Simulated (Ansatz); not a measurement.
# What BeHg (built on the sites of a database entry of SrHg) distorts into, part 2 of 2

Aim: this structure of BeHg (built on the sites of a database entry of SrHg) is to be tested for unstable modes, and one is followed downhill.

Ansatz 0.2.0; DFT PBEsol, scalar-relativistic, plane waves, PseudoDojo norm-conserving pseudopotentials.

So far, highest frequency on the path or at a solved wavevector (cm⁻¹): step 2 (phonons on a q mesh) 280. Also lowest frequency on the path (cm⁻¹): step 2 -77.5.

The structure was built from a prototype and need not be the compound's stable phase.

### Step 4. The mode frozen in, largest atomic shift 0.32 Å

The atoms are moved along the unstable eigenvector, the largest shift by 0.32 Å, with the cell fixed.

File input.yaml:

```yaml
crystal:
  lattice:
    - [-3.0800949983, 0.0, 0.0]
    - [0.0, -3.0800949983, -3.0800949983]
    - [0.0, -3.0800949983, 3.0800949983]
  atoms:
    - { symbol: Be, position: [0.5, -0.0519464497, 0.4480535503] }
    - { symbol: Be, position: [0.5, 0.5519464497, 0.0519464497] }
    - { symbol: Hg, position: [0.0, 0.0188611642, -0.0188611642] }
    - { symbol: Hg, position: [0.0, 0.4811388358, 0.5188611642] }
kpoints:
  mp_grid: { grid: [12, 8, 8] }
hamiltonian:
  xc: pbesol
  pseudopotentials: { kind: nc, accuracy: standard }
scf:
  occupations: { method: methfessel_paxton, width: 0.15 }
output:
  forces: true
  stress: true
  eigenvalues: true
```

Command:

```bash
ansatz run input.yaml --threads 4 --pin off --max-ram 7168MiB --backend cpu --events-out ev --progress --plain --runs-dir out
```

Numbers of over 12 decimals in the logs are rounded to 6 here.

The program printed:

```text
[...]
Crystal: 4 atoms, lattice volume = 58.442 Å³
Basis set: ecut = 1197.300995 eV, 5529 PW (Γ), exchange–correlation on 72×100×100 points (8 copies of the dense FFT grid, shifted against one another)
Bands: 29, of which v1, the nominal top of the filled ones, is band 24 counted from 1 (23 counted from 0)
Symmetry: 8 space group operations
[...]
k-points: 147 of 768
[...]
k-point 0: bands = [... 20 lower, 8.8711, 11.9735, 12.5005, 13.4091, 16.8619, 18.2873, 18.8202, 19.4295, ... 1 higher]
  k-point 1: bands = [... 20 lower, 8.6977, 11.0715, 12.5028, 14.3931, 17.1290, 18.4782, 18.5193, 19.0542, ... 1 higher]
  k-point 2: bands = [... 20 lower, 8.3064, 9.6338, 13.1292, 15.1461, 17.5307, 17.8326, 19.0152, 19.0244, ... 1 higher]
  k-point 146: bands = [... 20 lower, 12.0169, 12.1040, 12.3296, 12.3634, 13.7031, 13.7408, 17.0236, 17.0607, ... 1 higher]
[key lines of the parts left out:]
SCF converged after 8 iterations
Free energy (F): -9818.091015 eV
Fermi energy:    15.664623 eV
P = ⅓ Tr σ = 1.4675 GPa (14.675 kbar)
```

The job ended after 12 s (4 threads of Arm Neoverse V2, shared host; peak memory 0.94 GiB).

Numbers from this step:

```
pressure                         : 1.467 GPa
energy from the undistorted cell : -12.88 meV/atom
```

The energy, extrapolated to zero smearing, is -12.88 meV/atom against the undistorted cell.

The run ends at a pressure of 1.47 GPa, with forces up to 0.29 eV/Å.

### Step 5. Energy along the mode, all amplitudes (two of the runs are shown above)

An imaginary frequency means negative curvature, so the energy should fall and then rise again as anharmonic terms take over.

Numbers from this step:

* depth at the lowest point sampled: 12.88 meV/atom
* largest atomic shift at that point: 0.32 Å

Energy from the parent against largest atomic shift:

```csv
largest atomic shift (Å),energy from the parent (meV/atom)
0.000,0
0.040,-0.348
0.080,-1.43
0.140,-4.45
0.220,-9.77
0.320,-12.9
0.450,5.76
```

Displacement at unit largest shift by atom:

```csv
atom,x (Å),y (Å),z (Å),size
Be1,0.00,1.00,0.00,1.00
Be2,0.00,-1.00,0.00,1.00
Hg3,0.00,0.00,-0.36,0.36
Hg4,0.00,0.00,0.36,0.36
```

The lowest of the steps tried is at 0.32 Å, 12.9 meV/atom below the parent; the bottom of the well need not coincide with a step.

### Step 6. Relaxation from the frozen mode

Starting from the lowest point found, all atoms and the cell are let go, so that strain and other modes of the same symmetry can join in.

input.yaml: that of step 4 with these lines changed.

```diff
@@ -21 +21,6 @@
   eigenvalues: true
+relax:
+  adjacent_minimum: "off"
+  f_tol: 0.002
+  max_steps: 120
+  cell: { stress_tol: 0.03 }
```

The program printed:

```text
[...]
Crystal: 4 atoms, lattice volume = 58.442 Å³
Basis set: ecut = 1197.300995 eV, 5529 PW (Γ), exchange–correlation on 72×100×100 points (8 copies of the dense FFT grid, shifted against one another)
Bands: 29, of which v1, the nominal top of the filled ones, is band 24 counted from 1 (23 counted from 0)
Symmetry: 8 space group operations
[...]
k-points: 147 of 768
[...]
SCF iter   1: F=—  HF=-9819.620696 eV  |F-HF|=—  |Δ(HF+E_count)|=         —  Δρ=7.09e-2  dr2=4.95e0  ethr=3.10e-3  ⟨swp⟩=6.9  Hψ=20991  notcnv=0
[...]
SCF iter   8: F=-9818.091015 eV  HF=-9818.091015 eV  |F-HF|=1.17e-8  |Δ(HF+E_count)|=   1.11e-7  S|Δr|=    0.00e0  Δρ=8.75e-6  dr2=2.38e-8  ethr=2.08e-10  ⟨swp⟩=12.4  Hψ=27494  notcnv=0
SCF 1 converged in 8 iterations: F = -9818.091015 eV  dr2 = 2.38e-8
relax step   1: F+E_penalty+E_count = -9818.09101508 eV  Δ(F+E_penalty+E_count) = +0.000e0 eV  max|allowed force component| = 2.938e-1 eV/Å  Δτ_max = 0.0000 Å  P = +1.467 GPa  Ω = 58.442 Å³  (8 SCF iters, dr2 threshold 1.00e-7 eV, accepted)
Crystal: 4 atoms, lattice volume = 59.027 Å³
Basis set: ecut = 1197.300995 eV, 5575 PW (Γ), exchange–correlation on 72×100×100 points (8 copies of the dense FFT grid, shifted against one another)
[...]
SCF iter   6: F=-9818.156711 eV  HF=-9818.156711 eV  |F-HF|=8.84e-9  |Δ(HF+E_count)|=   1.89e-7  S|Δr|=    0.00e0  Δρ=1.44e-5  dr2=6.92e-8  ethr=8.33e-10  ⟨swp⟩=8.5  Hψ=24007  notcnv=0
SCF 2 converged in 6 iterations: F = -9818.156711 eV  dr2 = 6.92e-8
relax step   2: F+E_penalty+E_count = -9818.15671149 eV  Δ(F+E_penalty+E_count) = -6.570e-2 eV  max|allowed force component| = 8.689e-2 eV/Å  Δτ_max = 0.0515 Å  P = -0.330 GPa  Ω = 59.027 Å³  energy of the carried Pulay correction = -5.317e-5 eV  (6 SCF iters, dr2 threshold 4.00e-7 eV, accepted)
Crystal: 4 atoms, lattice volume = 58.815 Å³
Basis set: ecut = 1197.300995 eV, 5535 PW (Γ), exchange–correlation on 72×100×100 points (8 copies of the dense FFT grid, shifted against one another)
[...]
SCF iter   6: F=-9818.158843 eV  HF=-9818.158843 eV  |F-HF|=1.30e-7  |Δ(HF+E_count)|=   2.66e-7  S|Δr|=    0.00e0  Δρ=1.08e-5  dr2=1.56e-7  ethr=8.33e-10  ⟨swp⟩=7.9  Hψ=22786  notcnv=0
SCF 3 converged in 6 iterations: F = -9818.158843 eV  dr2 = 1.56e-7
relax step   3: F+E_penalty+E_count = -9818.15884261 eV  Δ(F+E_penalty+E_count) = -2.131e-3 eV  max|allowed force component| = 2.869e-2 eV/Å  Δτ_max = 0.0174 Å  P = +0.133 GPa  Ω = 58.815 Å³  energy of the carried Pulay correction = -3.399e-5 eV  (6 SCF iters, dr2 threshold 4.00e-7 eV, accepted)
[...]
relax step   4: F+E_penalty+E_count = -9818.15902743 eV  Δ(F+E_penalty+E_count) = -1.848e-4 eV  max|allowed force component| = 1.064e-2 eV/Å  Δτ_max = 0.0107 Å  P = -0.102 GPa  Ω = 59.000 Å³  energy of the carried Pulay correction = -5.072e-5 eV  (5 SCF iters, dr2 threshold 7.00e-8 eV, accepted)
[...]
relax step   5: F+E_penalty+E_count = -9818.15908783 eV  Δ(F+E_penalty+E_count) = -6.040e-5 eV  max|allowed force component| = 1.072e-3 eV/Å  Δτ_max = 0.0028 Å  P = +0.002 GPa  Ω = 58.926 Å³  energy of the carried Pulay correction = -4.401e-5 eV  (5 SCF iters, dr2 threshold 3.29e-8 eV, accepted)
[...]
relax step   6: F+E_penalty+E_count = -9818.15957540 eV  Δ(F+E_penalty+E_count) = -4.876e-4 eV  max|allowed force component| = 1.037e-3 eV/Å  Δτ_max = 0.0000 Å  P = +0.024 GPa  Ω = 58.926 Å³  stress off target by 6.80e-2 GPa  SCF on the basis re-selected at this cell (its energy is not comparable with the rows above)  (5 SCF iters)
[...]
relax step   7: F+E_penalty+E_count = -9818.15957947 eV  Δ(F+E_penalty+E_count) = -4.068e-6 eV  max|allowed force component| = 4.100e-4 eV/Å  Δτ_max = 0.0002 Å  P = +0.002 GPa  Ω = 58.938 Å³  energy of the carried Pulay correction = -1.147e-6 eV  (4 SCF iters, dr2 threshold 1.16e-8 eV, accepted)
[...]
SCF iter   6: F=-9818.159581 eV  HF=-9818.159581 eV  |F-HF|=1.09e-11  |Δ(HF+E_count)|=  1.82e-12  S|Δr|=    0.00e0  Δρ=8.25e-8  dr2=3.74e-12  ethr=1.00e-12  ⟨swp⟩=9.0  Hψ=26571  notcnv=0
SCF 8 converged in 6 iterations: F = -9818.159581 eV  dr2 = 3.74e-12
relax step   8: F+E_penalty+E_count = -9818.15958078 eV  Δ(F+E_penalty+E_count) = -1.308e-6 eV  max|allowed force component| = 4.109e-4 eV/Å  Δτ_max = 0.0000 Å  P = +0.002 GPa  Ω = 58.938 Å³  stress off target by 9.45e-3 GPa  SCF on the basis re-selected at this cell (its energy is not comparable with the rows above)  (6 SCF iters)
[...]
SCF converged after 6 iterations
[...]
Free energy (F): -9818.159581 eV
[...]
Internal energy: -9818.159868 eV  (E = F + TS)
E sigma→0 (E₀):  -9818.159653 eV
Entropy (-TS):   0.000287 eV (0.072 meV/atom)
Fermi energy:    15.489186 eV
[...]
--- Forces (eV/Å), atoms counted from 1 ---
  atom   1  Be    -0.00000000    -0.00027161    -0.00000000
  atom   2  Be     0.00000000     0.00027161     0.00000000
  atom   3  Hg    -0.00000000     0.00000000    -0.00041092
  atom   4  Hg     0.00000000     0.00000000     0.00041092
  max |Σ_I F_I| component: 6.94e-18 eV/Å
--- Stress (GPa, compression-positive) ---
        0.000112       0.000000       0.000000
        0.000000       0.009451       0.000000
        0.000000       0.000000      -0.004046
  P = ⅓ Tr σ = 0.0018 GPa (0.018 kbar)
--- Band table (eV; the first three rows and the last of 147) ---
  k-point 0: bands = [... 20 lower, 8.5239, 11.6137, 12.3411, 12.9033, 16.2756, 17.6637, 19.0192, 19.8168, ... 1 higher]
  k-point 1: bands = [... 20 lower, 8.4024, 10.7965, 12.1466, 13.9591, 16.5806, 17.3834, 19.1906, 19.3292, ... 1 higher]
  k-point 2: bands = [... 20 lower, 8.1294, 9.4182, 12.6695, 14.6590, 16.7719, 17.4230, 18.8089, 19.6729, ... 1 higher]
  k-point 146: bands = [... 20 lower, 11.9675, 12.1517, 12.2640, 12.5456, 13.5135, 14.0715, 16.5672, 17.2035, ... 1 higher]
--- Relaxed structure (6 steps of the walk, 6 accepted, 2 SCFs on fresh bases) ---
  F+E_penalty+E_count = -9818.15958078 eV   max|allowed force component| = 4.109e-4 eV/Å   (the final SCF, on the basis selected at the relaxed cell)
  cell:  # Å, volume = 58.9381 Å³
    - [-2.986862, 0.0, 0.0]
    - [0.0, -3.044885, -3.240260]
    - [0.0, -3.044885, 3.240260]
  atoms:
    - { symbol: Be, position: [0.5, -0.055789, 0.444211] }
    - { symbol: Be, position: [0.5, 0.555789, 0.055789] }
    - { symbol: Hg, position: [-0.0, 0.028400, -0.028400] }
    - { symbol: Hg, position: [0.0, 0.471600, 0.528400] }
```

The job ended after 1.8 min (4 threads; peak memory 1 GiB).

The steps of the relaxation:

```csv
step,energy less that of the first step (eV),largest force component (eV/Å),pressure (GPa),volume (Å³)
1,0.0000,0.2938,1.47,58.44
2,-0.0657,0.0869,-0.33,59.03
3,-0.0678,0.0287,0.13,58.82
4,-0.0680,0.0106,-0.10,59.00
5,-0.0681,0.0011,0.00,58.93
6*,-0.0686,0.0010,0.02,58.93
7,-0.0686,0.0004,0.00,58.94
8*,-0.0686,0.0004,0.00,58.94
```

Relaxation steps marked * repeat the geometry before them on a plane-wave basis chosen anew for their cell, so energy and pressure can jump there.

Forces are held to the 8 operations that the run works with; a distortion that breaks them can't arise in this run.

```csv
"conventional cell, symmetrised",before,after,change
a (Å),6.160,6.090,-1.1 %
b (Å),6.160,6.481,+5.2 %
c (Å),3.080,2.987,-3.0 %
volume (Å³/atom),14.61,14.73,+0.8 %
```

The atoms that moved most (Å, as changes of fractional coordinates times the final cell):

```csv
atom,dx,dy,dz,length
Hg3,0.000,0.000,-0.062,0.062
Hg4,0.000,0.000,0.062,0.062
Be2,0.000,-0.023,0.000,0.023
Be1,0.000,0.023,0.000,0.023
```

Final coordinates:

```xyz
4
Lattice="-2.9869 0.0000 0.0000 0.0000 -3.0449 -3.2403 0.0000 -3.0449 3.2403" Properties=species:S:1:pos:R:3 pbc="T T T"
Be   -1.4934   -1.1827    1.6201
Be   -1.4934   -1.8622   -1.6201
Hg    0.0000    0.0000   -0.1840
Hg    0.0000   -3.0449    0.1840
```

This step gave:

```
pressure        : 0.001839 GPa
volume per atom : 14.73 Å³
```

The distorted start has space group Cmmm; the relaxation ends in Cmmm.

### Step 7. The new phase in its own primitive cell

The relaxed structure is symmetrised, reduced to its primitive cell and relaxed tightly, as its phonons need.

input.yaml, the sections that differ from step 6:

```yaml
crystal:
  lattice:
    - [3.0448850306, -3.2402601265, 0.0]
    - [3.0448850306, 3.2402601265, 0.0]
    - [0.0, 0.0, 2.9868620125]
  atoms:
    - { symbol: Be, position: [0.1942106818, 0.1942106818, 0.5] }
    - { symbol: Be, position: [0.8057893182, 0.8057893182, 0.5] }
    - { symbol: Hg, position: [0.7215997783, 0.2784002217, 0.0] }
    - { symbol: Hg, position: [0.2784002217, 0.7215997783, 0.0] }
kpoints:
  mp_grid: { grid: [8, 8, 12] }
relax:
  adjacent_minimum: "off"
  f_tol: 0.001
  max_steps: 60
  cell: { stress_tol: 0.01 }
# hamiltonian, scf, output: as in step 6
```

The program printed:

```text
[...]
Crystal: 4 atoms, lattice volume = 58.938 Å³
Basis set: ecut = 1197.300995 eV, 5551 PW (Γ), exchange–correlation on 108×108×72 points (8 copies of the dense FFT grid, shifted against one another)
Bands: 29, of which v1, the nominal top of the filled ones, is band 24 counted from 1 (23 counted from 0)
Symmetry: 8 space group operations
[...]
k-points: 147 of 768
[...]
cell:  # Å, volume = 58.9381 Å³
    - [3.0448850306, -3.2402601265, 0.0]
    - [3.0448850306, 3.2402601265, 0.0]
    - [0.0, 0.0, 2.9868620125]
  atoms:
    - { symbol: Be, position: [0.1942106818, 0.1942106818, 0.500000] }
    - { symbol: Be, position: [0.8057893182, 0.8057893182, 0.500000] }
    - { symbol: Hg, position: [0.7215997783, 0.2784002217, 0.0] }
    - { symbol: Hg, position: [0.2784002217, 0.7215997783, 0.0] }
[key lines of the parts left out:]
SCF converged after 6 iterations
Free energy (F): -9818.159581 eV
Fermi energy:    15.489186 eV
P = ⅓ Tr σ = 0.0018 GPa (0.018 kbar)
```

Run time: 33 s. Hardware: 4 threads; peak memory 1 GiB.

Little changed from the start: no atom moved by 0.005 Å and no cell edge by 0.1 %.

The largest force component left is 0.41 meV/Å and the pressure is 0.002 GPa, within the tolerances set. The cell now holds 14.73 Å³/atom.

### Step 8. Modes of the new phase, k-mesh 8×8×12

A relaxed structure may still be a saddle point, so its zone-centre modes are computed. No field response is asked, since the mesh shows no gap.

input.yaml: that of step 7 with these lines changed.

```diff
@@ -18,9 +18,4 @@
 output:
-  forces: true
-  stress: true
   eigenvalues: true
-relax:
-  adjacent_minimum: "off"
-  f_tol: 0.001
-  max_steps: 60
-  cell: { stress_tol: 0.01 }
+phonons:
+  method: dfpt
```

The program printed:

```text
zone centre: on kpoints.mp_grid the ground state, and the responses unless they are solved on pairs of k-points, stand on 238 of the mesh's 768 k-points, reduced under 2 symmetry operations, with k and −k counted as one. Each operation leaves every solved displacement unchanged or reverses it
[...]
Crystal: 4 atoms, lattice volume = 58.938 Å³
Basis set: ecut = 1197.300995 eV, 5551 PW (Γ), exchange–correlation on 108×108×72 points (8 copies of the dense FFT grid, shifted against one another)
Bands: 29, of which v1, the nominal top of the filled ones, is band 24 counted from 1 (23 counted from 0)
Symmetry: 8 space group operations
k-points: 238 of 768 (irreducible under 2 space group operations, time reversal used)
[...]
SCF iter   1: F=—  HF=-9819.768686 eV  |F-HF|=—  |Δ(HF+E_count)|=         —  Δρ=7.06e-2  dr2=5.33e0  ethr=3.10e-3  ⟨swp⟩=6.8  Hψ=33970  notcnv=0
[...]
SCF iter  12: F=-9818.159581 eV  HF=-9818.159581 eV  |F-HF|=5.46e-12  |Δ(HF+E_count)|=  1.82e-12  S|Δr|=    0.00e0  Δρ=4.01e-8  dr2=8.29e-13  ethr=1.00e-12  ⟨swp⟩=13.0  Hψ=45482  notcnv=0
SCF 1 converged in 12 iterations: F = -9818.159581 eV  dr2 = 8.29e-13
DFPT response loops at Γ: preconditioner auto → Kerker (q_TF=auto, 2.637 Å⁻¹) (partly filled bands, converged f_vac=0.000); β = 1.00, the filter's whole step (`scf.mixing.beta` (0.50) is not read by the response loops under this deck's `scf.mixing.preconditioner`; to damp them name `kerker` or `kerker_dos`, under which they read `scf.mixing.beta`, and type it under 1.00, their step now; both keys bind the ground state too); Broyden in place of MSR1
SCF converged after 12 iterations
[...]
Free energy (F): -9818.159581 eV
[...]
Internal energy: -9818.159868 eV  (E = F + TS)
E sigma→0 (E₀):  -9818.159653 eV
Entropy (-TS):   0.000287 eV (0.072 meV/atom)
Fermi energy:    15.489186 eV
[...]
--- Band table (eV; the first three rows and the last of 238) ---
  k-point 0: bands = [... 20 lower, 8.5239, 11.6137, 12.3411, 12.9033, 16.2756, 17.6637, 19.0192, 19.8168, ... 1 higher]
  k-point 1: bands = [... 20 lower, 8.5409, 11.8653, 12.5910, 12.9856, 16.3123, 17.8312, 18.2995, 19.9449, ... 1 higher]
  k-point 2: bands = [... 20 lower, 8.5724, 12.5248, 13.2357, 13.2616, 16.4143, 16.7537, 18.3139, 20.2169, ... 1 higher]
  k-point 237: bands = [... 20 lower, 11.9675, 12.1517, 12.2640, 12.5456, 13.5135, 14.0715, 16.5672, 17.2035, ... 1 higher]
--- Phonons (Γ-DFPT): 6 representative perturbations + reference, on 238 of 768 k-points (Σ response iterations 24) ---
  k mesh reduced under 2 symmetry operations, with k and −k counted as one. Each operation leaves every solved displacement unchanged or reverses it
  ASR residual: 8.474e-5 → 0.000e0 eV/Å²; symmetrization residual: 8.484e-6 eV/Å²
  ASR residual per site (eV/Å²): 3.53e-6 3.53e-6 8.47e-5 8.47e-5
  Γ frequencies (cm⁻¹): -19.30 0.00 0.00 0.00 66.43 97.97 158.98 178.83 223.85 268.92 281.30 380.58
  non-analytic LO–TO correction: not included (Born effective charges unavailable; polar crystals: no LO–TO splitting at Γ)
```

It took 5.1 min on 4 threads; peak memory 4.3 GiB; 20 min of CPU time.

This step gave:

```
sum-rule residual before enforcement                    : 8.47e-5 eV/Å²
point group                                             : mmm
highest optical mode at the zone centre (no LO-TO term) : 380.6 cm⁻¹
lowest optical zone-centre mode                         : -19.3 cm⁻¹
```

Patterns of degenerate modes are one choice out of their space. Modes at Γ, with each element's share of the kinetic energy (negative means imaginary):

```csv
mode,frequency (cm⁻¹),symmetry,Be %,Hg %
1,-19.3,B3g,0,100
2,0.0,acoustic,4,96
3,0.0,acoustic,4,96
4,0.0,acoustic,4,96
5,66.4,B1g,7,93
6,98.0,Ag,2,98
7,159.0,B1u,96,4
8,178.8,B3u,96,4
9,223.8,B2g,100,0
10,268.9,B2u,96,4
11,281.3,B1g,93,7
12,380.6,Ag,98,2
```

Displacements in mode 1 (-19.3 cm⁻¹), the largest set to 1:
```
Be1  0.00  0.00  0.00
Be2  0.00  0.00  0.00
Hg3  0.00  0.00 -1.00
Hg4  0.00  0.00  1.00
```

Displacements in mode 8 (178.8 cm⁻¹), the largest set to 1:
```
Be1  1.00  0.00  0.00
Be2  1.00  0.00  0.00
Hg3 -0.04  0.00  0.00
Hg4 -0.04  0.00  0.00
```

Before it was imposed, the acoustic sum rule was missed by 8.5e-5 eV/Å². Small misses are needed for a sound result but don't prove that mesh and cutoff are converged. The lowest optical mode is imaginary, 19.3i cm⁻¹, so the energy falls along it.

### Step 9. Summary of results

* unstable mode of the parent: q = (0, -0.5, -0.5), 77i cm⁻¹
* depth at the lowest point sampled: 12.9 meV/atom
* largest atomic shift at that point: 0.32 Å
* space group reached (within 0.01 Å): Cmmm
* energy gained over the parent (first relaxation, on the mesh of the frozen mode): 30.0 meV/atom
* volume per atom, phase reached: 14.7 Å³
* lowest optical zone-centre mode, phase reached: -19.3 cm⁻¹
* highest optical mode at the zone centre (no LO-TO term), phase reached: 381 cm⁻¹

What this shows: Along this mode the structure falls into Cmmm, 30.0 meV/atom below the parent. At the parent's cell the well is 12.88 meV/atom deep on the steps tried, with its lowest point at a shift of 0.32 Å. Relaxing atoms and cell changes the gain by +17.07 meV/atom against the lowest step (energies at zero smearing). The new phase still has an imaginary mode at the zone centre of its cell, so it is a saddle point on the way to a lower structure. Of the 2 patterns followed to their end from this parent, this one ends 35.5 meV/atom above the lowest, Pmma. Each path keeps the symmetry of its pattern, so a lower phase may lie along a pattern not tried. With no gap, or one that is small against the smearing, the frequencies hang on the k mesh and the smearing, most of all near Kohn anomalies. Spin-orbit coupling is left out, which can matter for the heavy elements here. The starting cell was built on a prototype and not taken from a measurement, so the phase need not exist.

[Logs are printed without paths, hosts, clocks, repeated set-up lines and the standing remarks that a program may print on its own settings, such as how far it seeks lower states.]

[Hosts, paths, dates, database ids (printed as entryN), source tags and the programs' standing remarks are cut or masked in the printed files.]
